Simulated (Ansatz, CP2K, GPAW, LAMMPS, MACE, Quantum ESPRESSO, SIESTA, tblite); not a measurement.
## Finding the fault: CP2K, aqueous Ca2+ and HSO4-, 2.3 mol of salt per kg of water at 360 K (85 atoms)

Program: CP2K 2026.2, a calculation on a cell of 32 O, 2 S, 50 H and 1 Ca, 9.60 Å³ an atom.

Contents of input.inp:

```
&GLOBAL
  PROJECT cell
  RUN_TYPE ENERGY_FORCE
  PRINT_LEVEL LOW
&END GLOBAL
&FORCE_EVAL
  METHOD QS
  STRESS_TENSOR ANALYTICAL
  &DFT
    BASIS_SET_FILE_NAME BASIS_MOLOPT_UZH
    POTENTIAL_FILE_NAME POTENTIAL_UZH
    &MGRID
      CUTOFF 600
      REL_CUTOFF 50
      NGRIDS 5
    &END MGRID
    &QS
      EPS_DEFAULT 1.0E-12
    &END QS
    &SCF
      SCF_GUESS ATOMIC
      EPS_SCF 1.0E-06
      MAX_SCF 50
      &DIAGONALIZATION
        ALGORITHM STANDARD
      &END DIAGONALIZATION
      &SMEAR ON
        METHOD FERMI_DIRAC
        ELECTRONIC_TEMPERATURE [K] 580
      &END SMEAR
      &MIXING
        METHOD BROYDEN_MIXING
        ALPHA 0.3
        NBROYDEN 8
      &END MIXING
      &PRINT
        &RESTART OFF
        &END RESTART
      &END PRINT
    &END SCF
    &XC
      &XC_FUNCTIONAL PBE
      &END XC_FUNCTIONAL
    &END XC
    &PRINT
      &MULLIKEN ON
      &END MULLIKEN
      &HIRSHFELD ON
        SHAPE_FUNCTION DENSITY
      &END HIRSHFELD
      &MO ON
        EIGENVALUES T
        OCCUPATION_NUMBERS T
        MO_INDEX_RANGE 121 132
        &EACH
          QS_SCF 0
        &END EACH
        ADD_LAST NUMERIC
      &END MO
    &END PRINT
  &END DFT
  &SUBSYS
    &CELL
      A 9.34568 0.00000 0.00000
      B 0.00000 9.34568 0.00000
      C 0.00000 0.00000 9.34568
    &END CELL
    &TOPOLOGY
      COORD_FILE_NAME structure.xyz
      COORD_FILE_FORMAT XYZ
    &END TOPOLOGY
    &KIND O
      BASIS_SET DZVP-MOLOPT-PBE-GTH-q6
      POTENTIAL GTH-PBE-q6
    &END KIND
    &KIND S
      BASIS_SET DZVP-MOLOPT-PBE-GTH-q6
      POTENTIAL GTH-PBE-q6
    &END KIND
    &KIND H
      BASIS_SET DZVP-MOLOPT-PBE-GTH-q1
      POTENTIAL GTH-PBE-q1
    &END KIND
    &KIND Ca
      BASIS_SET DZVP-MOLOPT-PBE-GTH-q10
      POTENTIAL GTH-PBE-q10
    &END KIND
  &END SUBSYS
  &PRINT
    &FORCES ON
    &END FORCES
    &STRESS_TENSOR ON
    &END STRESS_TENSOR
  &END PRINT
&END FORCE_EVAL
```

Contents of structure.xyz:

```xyz
85

O 2.64053 6.55637 8.90157
S 2.44474 5.56143 0.81765
O 0.97653 5.44937 0.94569
O 3.09716 6.18422 1.99269
O 3.09501 4.34387 0.34878
H 2.26278 7.45626 9.20821
O 5.84413 0.56981 8.56831
S 7.34113 0.01692 8.72251
O 8.02373 0.41504 7.51439
O 7.14197 7.88504 8.78447
[... 71 atom lines left out ...]
O 1.31634 1.55428 7.33729
H 1.36054 2.04278 8.20878
H 0.62139 0.83737 7.39197
Ca 7.10786 6.55385 4.46303
```

On the command line:

```sh
$ OMP_NUM_THREADS=1 mpirun -np 4 cp2k.psmp -i input.inp > output.txt
```

What it wrote:

```text
CP2K| version string:                                       CP2K version 2026.2
 CP2K| Input file name                                                 input.inp
 GLOBAL| Basis set file name                                    BASIS_MOLOPT_UZH
 GLOBAL| Potential file name                                       POTENTIAL_UZH
 GLOBAL| Run type                                                   ENERGY_FORCE
 GLOBAL| Total number of message passing processes                             4
 GLOBAL| Number of threads for this process                                    1
 *   ___                                                                       *
 *  /   \                                                                      *
 * [ABORT]                                                                     *
 *  \___/             Extra MOs (ADDED_MOS) are required for smearing          *
 *    |                                                                        *
 *  O/|                                                                        *
 * /| |                                                                        *
```

The job ended after 0.77 s (4 MPI ranks of Arm Neoverse V1, shared host; peak memory 0.6 GiB; 1.5 s of CPU time).

Banners, paths, timers and routine set-up lines are dropped from the logs unmarked, and long logs keep their key lines alone; longer cuts are marked.

**Question.** Which part of the input is at fault, and how is it mended?

Smearing without added orbitals: added orbitals 0. Mend: give ADDED_MOS, enough empty orbitals to hold the smearing.

The program stopped at the start.

[Also dropped from logs without a mark: logging warnings of Python, and SIESTA's first energy breakdown and zero terms.]

[Logs are printed without paths, hosts, clocks, repeated set-up lines and the standing remarks that a program may print on its own settings, such as how far it seeks lower states.]

[Hosts, paths, dates, database ids (printed as entryN), source tags and the programs' standing remarks are cut or masked in the printed files.]
